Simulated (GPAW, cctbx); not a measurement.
## Bonding in NaZnCl3 as X-rays see it

Question: by how much does bonding change the X-ray structure factors of NaZnCl3, how firmly does DFT give the change, and what does a routine refinement make of it?

The start was made by putting kin elements into a known structure type; the compound need not exist, or be stable, in this form. All numbers below are calculated.

## 1. Find the equilibrium geometry

The density hangs on the geometry, so cell and atoms are relaxed first, with the symmetry held. The cutoff is set higher than for the density because stress converges slowly with plane waves.

Settings: GPAW 26.7.0, PBE, 570 eV, 3×3×3 k-points, Fermi–Dirac width 0.05 eV, BFGS to 0.03 eV/Å.

```text
cell
1.0
     5.043000000    0.000000000    0.000000000
     0.000000000    5.043000000    0.000000000
     0.000000000    0.000000000    5.043000000
Zn Cl Na
1 3 1
Direct
0.500000000 0.500000000 0.500000000
0.500000000 0.000000000 0.500000000
0.000000000 0.500000000 0.500000000
0.500000000 0.500000000 0.000000000
0.000000000 0.000000000 0.000000000
```

```console
$ OMP_NUM_THREADS=1 mpirun -n 4 gpaw python run.py > gpaw.log
```

```text
BFGS:    0      -14.050634        0.409798
BFGS:    1      -14.057086        0.394362
BFGS:    2      -14.127376        0.062661
BFGS:    3      -14.130222        0.006737
cell  4.9087 4.9087 4.9087  90.00 90.00 90.00
volume 118.280 A^3, largest force 0.000 eV/A, largest stress 0.05 GPa
```

After 3 steps the volume has changed by -7.8 % and the energy by -0.080 eV; the largest stress left is 0.05 GPa. It took 15 s on 4 cores of AMD EPYC 9R14 (Zen 4) (shared host), peak memory 0.89 GiB.

Relaxed structure: Pm-3m (no. 221), a = 4.9087 Å, b = 4.9087 Å, c = 4.9087 Å, α = 90.00°, β = 90.00°, γ = 90.00°.

```csv
atom,mult.,x,y,z
Zn1,1,1/2,1/2,1/2
Cl1,3,1/2,0,1/2
Na1,1,0,0,0
```

## 2. Density and charge transfer

X-rays see the whole electron density, so the PAW density is rebuilt with its core regions. Subtracting spherical free atoms from the same code cancels the cores and leaves the deformation density Δρ, the part due to bonding.

Settings: PBE, 450 eV, 4×4×4 k-points, Fermi–Dirac width 0.05 eV; primitive cell of 5 atoms.

```console
$ OMP_NUM_THREADS=1 mpirun -n 4 gpaw python run.py > gpaw.log
```

```text
|iter:   1|       0s |  -14.872571 | -0.33 |       |
|iter:   2|       0s |  -14.722447 | -1.05 | -1.23 |
|iter:   3|       1s |  -14.066537 | -0.87 | -1.26 |
...
|iter:   8|       2s |  -14.069903c| -6.31 | -4.12c|
|iter:   9|       3s |  -14.069903c| -6.99 | -4.76c|
|iter:  10|       3s |  -14.069903c| -8.08c| -5.63c|
```

```text
grid (50, 50, 50)  electrons 92.000  moved by bonding 0.914 e
deformation density beyond 0.5 A of the nuclei: max 0.062, min -0.087 e/A^3
atom        x       y       z   Voronoi charge  moment
Zn1    0.5000  0.5000  0.5000      0.426       0.00
Cl2    0.5000  0.0000  0.5000     -0.253       0.00
Cl3    0.0000  0.5000  0.5000     -0.253       0.00
Cl4    0.5000  0.5000  0.0000     -0.253       0.00
Na5    0.0000  0.0000  0.0000      0.333       0.00
mean inner potential of superposed free atoms 10.208 V
total magnetic moment 0.000 muB
```

Deformation density in a plane through the shortest contact of the Zn atom at the origin, in 0.01 e/Å³ (clipped at ±99); x from -1.6 to 4.1 Å, y from 2.4 down to -2.4 Å:

```text
  0   2   5   3   .   .   5   3   1   0  -1  -1   0   0   2   5
  0   1   3   1  -5  -3   3   2   1   0   0   0   0   0   1   3
  0   0   2   3   4   4   2   1   0   0   0   0   0   0   0   2
  0   0  -1   1   2   2   0  -1   0   1   2   2   1   0   0  -1
  2   0  -4  -7  -7  -7  -5  -2   1   2   4   5   3   2   0  -4
  4   1  -6  -6   .   0  -8  -2   3   2   0   .  -1   4   1  -6
  4   3  -6   4   .   .  -6  -2   5  -2   .   .  -6   4   3  -6
  4   1  -6  -6   .   0  -8  -2   3   2   0   .  -1   4   1  -6
  2   0  -4  -7  -7  -7  -5  -2   1   2   4   5   3   2   0  -4
  0   0  -1   1   2   2   0  -1   0   1   2   2   1   0   0  -1
  0   0   2   3   4   4   2   1   0   0   0   0   0   0   0   2
  0   1   3   1  -5  -3   3   2   1   0   0   0   0   0   1   3
  0   2   5   3   .   .   5   3   1   0  -1  -1   0   0   2   5
```

Atoms in or within 0.15 Å of the plane: Zn (0.0, 0.0), Cl (2.5, 0.0) Å. Dots mark points within about 0.45 Å of a nucleus; large values next to them are atomic features.

Cl gains most (-0.25 e) and Zn loses most (+0.43 e); Cl is the most electronegative element, but the order of the others doesn't follow electronegativity. Such charges fall far short of formal ones, since overlapping free atoms already put density on their neighbours. Along the shortest contact from the Zn atom at the map's origin, Zn–Cl at 2.45 Å, Δρ is +0.03 e/Å³ at the midpoint and highest, +0.05, 1.47 Å from Zn (points within 0.5 Å of a nucleus left out): little piles up between the atoms. Point values carry grid noise of about 0.01 e/Å³. The run needed 10 iterations, 9.4 s.

## 3. Structure factors

The Fourier components of Δρ, added to those of the free atoms, give the static X-ray structure factors; the Mott–Bethe relation turns them into the Fourier components V of the potential that fast electrons feel.

```text
static structure factors of the conventional cell: F in electrons, V (Mott-Bethe) in volts
   h  k  l      d  |F| table  |F| free   |F| DFT   change   |V| free  |V| DFT  change %
   0  1  0  4.9087    33.319    33.328    33.381    0.053     2.495    2.445     -2.0
   0  1  1  3.4710    21.645    21.637    21.192   -0.445     1.103    1.311     18.8
   1  1  1  2.8340    21.701    21.756    22.182    0.426     3.188    3.056     -4.2
   0  2  0  2.4543    68.074    68.012    68.142    0.130     5.600    5.569     -0.5
   0  2  1  2.1952    26.533    26.482    26.483    0.001     1.778    1.777     -0.0
   1  2  1  2.0040    19.488    19.297    19.365    0.068     0.732    0.721     -1.4
   0  2  2  1.7355    57.608    57.492    57.438   -0.053     4.028    4.034      0.2
   1  2  2  1.6362    23.212    23.131    23.108   -0.023     1.335    1.338      0.2
   0  3  0  1.6362    23.212    23.131    23.115   -0.016     1.335    1.337      0.1
   0  3  1  1.5523    17.328    17.148    17.254    0.106     0.640    0.630     -1.6
   1  3  1  1.4800    13.753    13.889    13.728   -0.161     1.537    1.551      0.9
   2  2  2  1.4170    51.267    51.171    51.116   -0.056     3.177    3.181      0.1
   0  3  2  1.3614    21.101    21.040    21.046    0.006     1.075    1.074     -0.0
   1  3  2  1.3119    15.341    15.223    15.296    0.073     0.585    0.581     -0.8
```

The largest X-ray change is -0.45 e on 011, 2.1 % of |F|. For electrons V goes as (Z − F)/g², so a change of F counts against Z − F, which is small at low angle and wherever the atoms' terms cancel: |V| of 011 moves by +18.8 % (1.10 to 1.31 V) against -2.1 % in |F|. The last three rows change by 0.07 e or less, against 0.45 e at the top: the effect is concentrated at low angle. The tabulated Hartree–Fock atoms differ from the free DFT atoms by up to 0.19 e, so the choice of reference atom matters too.

## 4. The functional ladder

The same geometry is run with other functionals, to see whether the bonding signal is larger than the spread between approximations. Free atoms are LDA for LDA and PBE otherwise; meta-GGAs and hybrids keep PBE cores. Any other changed setting is in the row's label.

| run | ΔF 011 (e) | ΔF 111 (e) | ΔF 131 (e) | q(Cl) (e) | moved (e) | time |
| --- | --- | --- | --- | --- | --- | --- |
| PBE | -0.445 | +0.426 | -0.161 | -0.253 | 0.914 | 9.4 s |
| LDA | -0.427 | +0.373 | -0.141 | -0.238 | 0.840 | 6.5 s |
| SCAN | -0.453 | +0.443 | -0.203 | -0.271 | 1.027 | 1e+02 s |

At the base's settings ΔF(011) spans -0.453 to -0.427 e, a spread of 6 % of the PBE value; over the three listed reflections the spread is at most 39 %, so the sign holds and the size hangs on the functional. Times are from shared hosts.

## 5. Refining ordinary atoms against data with bonding

Routine crystallography fits spherical atoms. To see the bias, intensities are simulated from tabulated atoms plus the DFT change ΔF, so that bonding alone can misfit (7808 reflections of the full sphere, merged to the counts below, to 0.4 Å, 0.5 % proportional noise plus counting noise, assumed isotropic U as listed, Δρ smeared by the mean U) and refined with cctbx over different ranges.

| range | data | R1 | GooF | U Zn1 (true 0.007) | U Cl1 (true 0.0084) | U Na1 (true 0.0095) | largest shift (Å) | Δρ max, min (e/Å³) |
| --- | --- | --- | --- | --- | --- | --- | --- | --- |
| all data | 243 | 0.0034 | 1.42 | 0.0070 | 0.0084 | 0.0095 | 0.0000 | 0.12, -0.12 |
| low resolution, d > 0.84 | 38 | 0.0031 | 2.67 | 0.0069 | 0.0084 | 0.0096 | 0.0000 | 0.05, -0.06 |
| high order, d < 0.75 | 194 | 0.0039 | 1.02 | 0.0070 | 0.0084 | 0.0095 | 0.0000 | 0.11, -0.10 |
| occupancies free, d > 0.7 | 57 | 0.0029 | 2.29 | 0.0069 | 0.0085 | 0.0095 | 0.0000 | 0.05, -0.08 |

With all data GooF is 1.42, so the misfit of spherical atoms stands above the noise; the top residual peak lies 0.71 Å from Cl and 2.55 Å from Zn. No U is off by more than 3 s.u. at low resolution. Symmetry fixes every coordinate, so the shifts are zero by construction. With Zn1 held at 1 and the scale free, the other occupancies refine to Cl1 1.002(0.002) and Na1 1.000(0.004), within three s.u. of full.

## 6. Answer

Bonding moves 0.91 e in the primitive cell of NaZnCl3 and changes the structure factors of the conventional cell in the table above by at most 0.45 e (011, 2.1 %). The shortest bond, Zn–Cl, has Δρ = +0.03 e/Å³ at its midpoint. At the base's settings ΔF(011) spans -0.453 to -0.427 e, a spread of 6 % of the PBE value; over the three listed reflections the spread is at most 39 %, so the sign holds and the size hangs on the functional. With all data GooF is 1.42, so the misfit of spherical atoms stands above the noise. Limits: static density, frozen cores, no spin–orbit coupling.

[Outputs are excerpts: Python notices, other lines and further rows are left out; steps that failed or that the build refused (PBEsol, TPSS) are not shown.]

[Logs are printed without paths, hosts, clocks, repeated set-up lines and the standing remarks that a program may print on its own settings, such as how far it seeks lower states.]
